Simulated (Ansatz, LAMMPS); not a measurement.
# Molecular dynamics of amorphous 32Ga2O3-68GeO2 (mol %) (69 atoms)

Aim: follow amorphous 32Ga2O3-68GeO2 (mol %) (69 atoms) for a short time with forces from DFT, then look at structure and electrons in the last frame.

Calculated with Ansatz 0.2.0; Kohn-Sham DFT, LDA, PAW (set soft_2), plane waves.

**1. The structure**

The cell holds 69 atoms: 12 Ga, 13 Ge and 44 O. Cell: a = 10.144 Å, b = 10.144 Å, c = 10.144 Å, α = 90.0°, β = 90.0°, γ = 90.0°. 69 atoms (12 Fe, 13 Ge, 44 O) placed at random at 3.75 g/cm³, melted at 5000 K for 10 ps at fixed volume with the Morse and Coulomb pair potential with partial charges (Pedone, Malavasi, Menziani, Cormack and Segre, J. Phys. Chem. B 110, 11780 (2006)). Quenched from 5000 K to 300 K at 20 K/ps and fixed volume, held 5 ps, then minimised at fixed cell. Then Fe was replaced by Ga and the cell scaled by 1.006 (the potential has no terms for the new elements, so the cell is a start for a DFT relaxation).

Limits known from the start: The quench rate of 20 K/ps is orders of magnitude faster than experiment, which tends to freeze in extra defects. The starting topology of bonds comes from the classical model. Sampling is at Γ alone, for a cell whose shortest periodic width is 10 Å.

**2. Single point at the start**

A single point comes first, to see the forces before anything moves.

File input.yaml:

```yaml
crystal:
  lattice:
    - [10.1438, 0.0, 0.0]
    - [0.0, 10.1438, 0.0]
    - [0.0, 0.0, 10.1438]
  atoms:
    - { symbol: Ga, position: [0.37291, 0.11425, 0.3685] }
    - { symbol: Ga, position: [0.43854, 0.61713, 0.29339] }
    - { symbol: Ga, position: [0.62874, 0.93403, 0.39986] }
    - { symbol: Ga, position: [0.47229, 0.7781, 0.60348] }
    [... 59 atom lines left out ...]
    - { symbol: O, position: [0.29875, 0.36662, 0.95126] }
    - { symbol: O, position: [0.4173, 0.98448, 0.9981] }
    - { symbol: O, position: [0.90232, 0.91645, 0.85299] }
    - { symbol: O, position: [0.67674, 0.82724, 0.58945] }
    - { symbol: O, position: [0.60836, 0.31172, 0.59939] }
    - { symbol: O, position: [0.97171, 0.164, 0.78336] }
kpoints:
  mp_grid: { grid: [1, 1, 1] }
hamiltonian:
  xc: lda
scf:
  occupations: { method: fixed }
output:
  forces: true
```

Run with:

```console
$ ansatz run input.yaml --threads 4 --pin off --max-ram 8192MiB --backend cpu --events-out ev --progress --plain --runs-dir out
```

Elapsed: 8.3 s, on 4 threads of Arm Neoverse V2, shared host; peak memory 1.3 GiB; 31 s of CPU time.

Numbers from this run:

```yaml
free_energy: -123712.0558 eV
free_energy_per_atom: -1792.9283 eV/atom
scf_cycles: 10
r_m_s_force_component: 0.8045 eV/Å
longest_force: 2.381 eV/Å
fermi_energy: 3.561 eV
```

The r.m.s. force component of 0.80 eV/Å sets the starting point.

Neighbours are counted within 2.27 Å (O-Ge), 2.48 Å (O-Ga).

Length of the force by element and coordination:

```csv
element,coordination,atoms,mean length of the force (eV/Å),spread,least,most
Ga,all,12,0.963,0.340,0.473,1.62
Ga,4,4,1.20,0.350,0.844,1.62
Ga,5,5,0.777,0.289,0.473,1.17
Ga,6,3,0.955,0.162,0.821,1.18
Ge,all,13,1.18,0.405,0.287,1.97
Ge,4,12,1.16,0.417,0.287,1.97
Ge,6,1,1.39,0,1.39,1.39
O,all,44,1.43,0.493,0.614,2.38
O,2,24,1.35,0.463,0.614,2.38
O,3,15,1.64,0.493,0.639,2.20
O,4,5,1.22,0.421,0.754,1.80
```

**3. Dynamics at 400 K**

A Langevin thermostat couples each atom to a heat bath, at the price of damped dynamics. The time step is 1.0 fs.

Changes to input.yaml since step 2:

```diff
@@ -15 +15,8 @@
   forces: true
+md:
+  timestep: 1.0
+  n_steps: 334
+  ensemble: nvt_langevin
+  temperature: 400
+  initial_velocities: maxwell_boltzmann
+  seed: 1615
```

Run time: 33 min. Hardware: 4 threads; peak memory 1.4 GiB; 2.1 h of CPU time.

The program notes that it switched symmetry off.

Rows from the run:

```csv
time (fs),T (K),potential (meV/atom)
0.0,394,0.0
22.0,426,-6.8
45.0,486,-4.9
67.0,566,-14.0
89.0,440,-4.3
111.0,438,-10.8
134.0,412,-14.1
156.0,420,-19.3
178.0,326,-9.0
200.0,404,-22.3
223.0,422,-25.0
245.0,366,-21.0
267.0,350,-23.2
289.0,389,-19.4
312.0,418,-20.2
334.0,377,-17.8
```

Mean square displacement from the first frame to the last: Ga 0.19 Å², Ge 0.056 Å², O 0.13 Å².

Table of mean square displacement by time lag:

```csv
time lag (fs),Ga (Å²),Ge (Å²),O (Å²)
1.0,1.8e-5,1.3e-5,6.2e-5
7.0,8.4e-4,6.0e-4,0.00287
14.0,0.00321,0.00221,0.0100
21.0,0.00682,0.00447,0.0187
35.0,0.0164,0.00949,0.0339
42.0,0.0218,0.0118,0.0406
49.0,0.0273,0.0138,0.0472
56.0,0.0328,0.0155,0.0533
63.0,0.0380,0.0170,0.0585
70.0,0.0430,0.0182,0.0628
77.0,0.0477,0.0195,0.0667
90.0,0.0558,0.0218,0.0746
97.0,0.0600,0.0230,0.0789
104.0,0.0639,0.0241,0.0830
111.0,0.0677,0.0251,0.0866
118.0,0.0714,0.0260,0.0897
125.0,0.0750,0.0268,0.0924
132.0,0.0786,0.0275,0.0945
146.0,0.0854,0.0290,0.0971
153.0,0.0888,0.0297,0.0978
160.0,0.0920,0.0304,0.0985
167.0,0.0951,0.0310,0.0990
```

Over the second half of 334 fs the temperature averages 376 K with swings of 36 K r.m.s. From first frame to last Ga has the largest mean square displacement, 0.19 Å² at the end; the farthest move is 0.80 Å. The count of bonds goes from 113 in the first frame to 110 in the last, by one set of cutoffs: 5 pairs passed out of them and 2 came within. The run spans 0.33 ps, too short for its means to be equilibrium values.

**4. Distances and neighbours late in the run**

The g(r) is a mean over the second half; what follows it is taken at the last frame.

Bonds before and after, by the cutoffs listed below:

```csv
pair,bonds before,bonds after,mean before (Å),mean after (Å),spread before (Å),spread after (Å)
O-Ge,54,53,1.759,1.776,0.070,0.066
O-Ga,59,57,2.025,1.961,0.137,0.154
```

Density 3.95 g/cm³, 15.13 Å³ an atom.

Mean of 13 frames. Pair distribution functions g(r), in bins of 0.2 Å:

```csv
r (Å),total,O-O,O-Ge,O-Ga,Ge-Ge,Ge-Ga,Ga-Ga
1.60,0.25,0.00,1.00,0.04,0.00,0.00,0.00
1.80,3.82,0.00,10.83,5.50,0.00,0.00,0.00
2.00,1.21,0.00,0.38,5.04,0.00,0.00,0.00
2.20,0.23,0.00,0.00,1.04,0.00,0.00,0.00
2.40,0.15,0.21,0.00,0.28,0.00,0.00,0.00
2.60,0.73,1.58,0.02,0.23,0.00,0.00,1.02
2.80,1.58,3.33,0.21,0.36,0.00,0.26,2.88
3.00,1.35,2.46,0.30,0.25,0.86,1.41,3.46
3.20,0.99,1.13,0.39,0.38,3.36,2.44,2.29
3.40,0.97,0.88,0.48,0.66,2.48,3.50,0.90
3.60,0.80,0.61,0.76,1.09,0.21,1.27,1.39
3.80,0.92,0.61,1.19,1.32,0.15,0.68,1.57
4.00,0.90,0.58,1.46,1.08,0.19,0.51,0.95
4.20,1.10,0.63,1.75,1.48,0.83,1.06,0.05
4.40,1.23,0.65,1.96,1.83,1.42,0.49,0.16
4.60,1.09,0.82,1.42,1.46,0.88,0.78,0.27
4.80,1.04,1.09,0.84,1.29,0.75,0.89,0.50
5.00,0.95,1.19,0.64,0.80,0.71,1.22,0.96
```

Bonds by pair of elements; cutoffs follow the first minimum of g(r), held within bounds set by covalent radii, and pairs that aren't listed don't count as bonded:

```csv
pair A-B,cutoff (Å),bonds,mean length (Å),spread (Å),shortest (Å),B about A,A about B
O-Ge,2.27,53,1.78,0.066,1.67,1.21,4.08
O-Ga,2.5,57,1.96,0.154,1.74,1.29,4.75
```

How many atoms have how many bonded neighbours:

```csv
element,mean,2,3,4,5,6
Ga,4.75,0,0,6,3,3
Ge,4.08,0,0,12,1,0
O,2.5,26,14,4,0,0
```

Bond angles (no mean is given where the spread exceeds 20°):

```csv
angle,count,mean (°),spread (°)
O-Ga-O,111,-,-
O-Ge-O,82,109,12.3
Ga-O-Ge,39,-,-
Ga-O-Ga,38,-,-
Ge-O-Ge,15,134,11.8
```

Oxygen atoms by the number of network formers (Si, P, Ge, B, Al, As, Ga) bound to them:

```csv
network formers bound to O,O atoms,per cent
0,0,0
1,0,0
2,26,59.1
3,14,31.8
4,4,9.1
```

Network units: each former by its oxygen neighbours and how many of them bridge to another former:

```csv
former,O neighbours,bridging O,atoms
Ge,4,4,12
Ge,5,5,1
Ga,4,4,6
Ga,5,5,3
Ga,6,6,3
```

Bond length by coordination (bonds to H left out):

```csv
element,coordination,atoms,mean bond length (Å)
Ga,4,6,1.89
Ga,5,3,1.98
Ga,6,3,2.04
Ge,4,12,1.77
Ge,5,1,1.86
O,2,26,1.77
O,3,14,1.93
O,4,4,2.05
```

Rings of the network by King's shortest-path rule, up to 12 atoms, one path for each pair of neighbours; H, halogens, alkali and alkaline-earth atoms are left out, and the last column divides by all other atoms, bonded or not:

```csv
ring size (atoms),rings,per network atom
4,20,0.29
6,26,0.377
8,30,0.435
10,27,0.391
12,12,0.174
```

For some of the pairs, g(r) has its first main peak near 2.9 Å (O-O), 1.8 Å (O-Ge), 1.9 Å (O-Ga), 3.3 Å (Ge-Ge), 3.4 Å (Ge-Ga) and 3.0 Å (Ga-Ga). Counting bonds as in the table, 50 % of Ga atoms have 4, 92 % of Ge atoms have 4 and 59 % of O atoms have 2 bonded neighbours. 59 % of the oxygens bridge two formers (Ge and Ga) and 0 % are non-bridging; 32 % join three; 9 % join four. The commonest Ge unit has 4 oxygens, 4 of them shared with other formers (12 of 13 atoms). Rings of 8 atoms are the most common (26 % of those counted); sizes run from 4 to 12, where the search stops.

**5. Single point at the last frame**

The last frame is solved once more, with the analyses that the dynamics left out.

File input.yaml:

```yaml
crystal:
  lattice:
    - [10.1438, 0.0, 0.0]
    - [0.0, 10.1438, 0.0]
    - [0.0, 0.0, 10.1438]
  atoms:
    - { symbol: Ga, position: [0.38124, 0.10208, 0.37851] }
    - { symbol: Ga, position: [0.42564, 0.6172, 0.30097] }
    - { symbol: Ga, position: [0.63206, 0.9235, 0.39076] }
    - { symbol: Ga, position: [0.53185, 0.81076, 0.62717] }
    [... 59 atom lines left out ...]
    - { symbol: O, position: [0.27838, 0.38065, 0.92383] }
    - { symbol: O, position: [0.45245, 0.96708, 0.99323] }
    - { symbol: O, position: [0.89086, 0.92649, 0.85182] }
    - { symbol: O, position: [0.69706, 0.87342, 0.56914] }
    - { symbol: O, position: [0.59681, 0.30268, 0.56366] }
    - { symbol: O, position: [0.95098, 0.14331, 0.73577] }
kpoints:
  mp_grid: { grid: [1, 1, 1] }
hamiltonian:
  xc: lda
scf:
  occupations: { method: fixed }
output:
  forces: true
  stress: true
  populations: true
  dos:
    method: { smearing: { sigma: 0.1 } }
    de: 0.1
    projected: { site_lists: { Ga: [Ga], Ge: [Ge], O: [O] } }
  eigenvalues: true
  write_density: true
  write_potential: true
  volumetric_format: npy
```

It took 13 s on 4 threads; peak memory 1.3 GiB; 51 s of CPU time.

Numbers from this run:

| Property | Result |
| --- | --- |
| free energy | -123713.2823 eV |
| free energy per atom | -1792.9461 eV/atom |
| SCF cycles | 10 |
| pressure | -5.693 GPa |
| r.m.s. force component | 0.8188 eV/Å |
| longest force | 2.549 eV/Å |
| Fermi energy | 3.456 eV |
| gap (highest filled to lowest empty level) | 1.437 eV |
| spilling of the projection | 0.004629 |

Neighbours are counted within 2.27 Å (O-Ge), 2.50 Å (O-Ga), the cutoffs taken from the dynamics.

Length of the force by element and coordination:

```csv
element,coordination,atoms,mean length of the force (eV/Å),spread,least,most
Ga,all,12,1.37,0.573,0.684,2.48
Ga,4,6,1.49,0.709,0.721,2.48
Ga,5,3,1.43,0.261,1.08,1.71
Ga,6,3,1.07,0.345,0.684,1.52
Ge,all,13,1.64,0.492,0.907,2.55
Ge,4,12,1.67,0.499,0.907,2.55
Ge,5,1,1.25,0,1.25,1.25
O,all,44,1.17,0.562,0.265,2.39
O,2,26,1.19,0.586,0.328,2.39
O,3,14,1.19,0.524,0.265,2.23
O,4,4,0.994,0.489,0.589,1.82
```

Löwdin charges by element and coordination (they lack the spilled electrons, 0.040 e an atom on average):

```csv
element,coordination,atoms,mean charge (e),spread,least,most
Ga,all,12,1.02,0.0325,0.962,1.07
Ga,4,6,1.03,0.0253,1.00,1.07
Ga,5,3,1.04,0.0198,1.01,1.06
Ga,6,3,0.979,0.0155,0.962,1.000
Ge,all,13,1.53,0.0284,1.47,1.58
Ge,4,12,1.54,0.0232,1.49,1.58
Ge,5,1,1.47,0,1.47,1.47
O,all,44,-0.668,0.0292,-0.720,-0.597
O,2,26,-0.688,0.0161,-0.720,-0.655
O,3,14,-0.644,0.0148,-0.670,-0.619
O,4,4,-0.625,0.0237,-0.660,-0.597
```

States in the cell by windows of 1 eV, zero at the Fermi level; the larger projections on atomic orbitals stand beside the total:

```csv
from (eV),to (eV),total,O p,Ga d
-14,-13,85.4,1.5,81.4
-13,-12,23.5,0.5,21.1
-12,-10,0.0,0.0,0.0
-10,-9,4.6,2.5,0.1
-9,-8,10.2,5.6,0.2
-8,-7,10.5,6.2,0.2
-7,-6,14.6,9.1,0.2
-6,-5,26.0,18.3,0.2
-5,-4,28.4,21.1,0.3
-4,-3,29.6,23.5,0.2
-3,-2,43.8,38.5,0.3
-2,-1,68.4,64.5,0.4
-1,0,26.7,25.7,0.1
0,1,1.3,1.2,0.0
1,2,2.0,0.3,0.0
2,3,0.0,0.0,0.0
3,4,10.9,2.9,0.0
4,5,16.8,4.5,0.0
```

With fixed occupations the program's Fermi level is the highest filled level; weight inside the gap is the broadening of levels at its edges.

Between -25 and -14 eV lie 229 more states.

The levels nearest the highest filled one (over half full), pooled over k-points and spins:

```csv
level less the highest filled one (eV),occupation
-0.731,2
-0.723,2
-0.618,2
-0.521,2
-0.482,2
0,2
1.44,0
3.13,0
3.30,0
3.48,0
3.59,0
3.76,0
```

Mean Löwdin charges: Ga +1.02, Ge +1.53, O -0.67 e (they miss 0.46 % of the electrons, so they add up to more than the cell's charge).

**6. Outcome**

```json
{
  "mean temperature, second half": "376.2 K",
  "temperature swing, second half": "35.7 K",
  "free energy per atom": "-1792.9461 eV/atom",
  "pressure": "-5.693 GPa",
  "r.m.s. force component": "0.8188 eV/Å",
  "gap (highest filled to lowest empty level)": "1.437 eV",
  "wall time of the 3 DFT runs": "33 min"
}
```

In words: Over the second half of 334 fs the temperature averages 376 K with swings of 36 K r.m.s. The count of bonds goes from 113 in the first frame to 110 in the last, by one set of cutoffs: 5 pairs passed out of them and 2 came within. The run spans 0.33 ps, too short for its means to be equilibrium values. Counting bonds as in the table, 50 % of Ga atoms have 4, 92 % of Ge atoms have 4 and 59 % of O atoms have 2 bonded neighbours. 59 % of the oxygens bridge two formers (Ge and Ga) and 0 % are non-bridging; 32 % join three; 9 % join four. The highest filled and lowest empty levels differ by 1.44 eV (at Γ alone); a local or semilocal functional tends to put such gaps too low. In a disordered cell it changes from sample to sample, and tail or defect levels can set it.

**Limits.** The network of bonds at the start is that of the classical potential that made the cell; in DFT 5 of its 113 bonded pairs passed out of the cutoffs and 2 came within them. The pressure of -5.7 GPa is that of one thermal frame at a volume set beforehand, without the kinetic term.

[Logs are printed without paths, hosts, clocks, repeated set-up lines and the standing remarks that a program may print on its own settings, such as how far it seeks lower states.]

[Hosts, paths, dates, database ids (printed as entryN), source tags and the programs' standing remarks are cut or masked in the printed files.]
